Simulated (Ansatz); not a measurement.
Planning a run of Ansatz 0.2.0 on Bi2Te2Se (R-3m). The input:

```yaml
crystal:
  lattice:
    - [2.15335, 1.243237, 9.998467]
    - [-2.15335, 1.243237, 9.998467]
    - [0.0, -2.486474, 9.998467]
  atoms:
    - { symbol: Bi, position: [0.6058320132, 0.6058320132, 0.6058320132] }
    - { symbol: Bi, position: [0.3941679868, 0.3941679868, 0.3941679868] }
    - { symbol: Te, position: [0.2144078156, 0.2144078156, 0.2144078156] }
    - { symbol: Te, position: [0.7855921844, 0.7855921844, 0.7855921844] }
    - { symbol: Se, position: [0.0, 0.0, 0.0] }
kpoints:
  mp_grid: { grid: [4, 4, 4] }
hamiltonian:
  xc: r2scan
  pseudopotentials: { kind: paw, source: ansatz }
scf:
  occupations: { method: fixed }
gw:
  n_empty_bands: 443
  ecut_chi: 114
  qp_bands: [v2, c2]
  qp_kpoints: band_edges
  screening: { model: contour_deformation }
```

```sh
ansatz run input.yaml --threads 3 --pin off --max-ram 92160MiB --backend cuda --events-out ev --progress --plain --runs-dir out --devices 1 --max-vram 13GiB  # rebuilt from the run's record
```

**Question.** Estimate wall time and host memory on 1 × NVIDIA H100 80GB HBM3 (shared by 6 runs) with 3 threads of AMD EPYC 7R13 (Zen 3), shared host.

It took 2 min; on shared hardware allow 60 s to 4 min. Peak host memory was 7.3 GiB. The sizes that set the cost: 8489 plane waves a state, 13 irreducible k points, 490 bands summed, 449 plane waves in the screening and 9 SCF cycles.

The screening grows as filled bands × empty bands × pairs of k points, times the square of the screening basis for the matrix.

[Paths, hosts, dates, memory and timing lines, banners, echoed tables and standing remarks are left out of the program output.]

[Logs are printed without paths, hosts, clocks, repeated set-up lines and the standing remarks that a program may print on its own settings, such as how far it seeks lower states.]

[Runs of the session that timed out or met a known fault of the program may be left out.]

[Cells called generated may have been cut or substituted from an entry of the Crystallography Open Database or the Materials Project.]

[Hosts, paths, dates, database ids (printed as entryN), source tags and the programs' standing remarks are cut or masked in the printed files.]
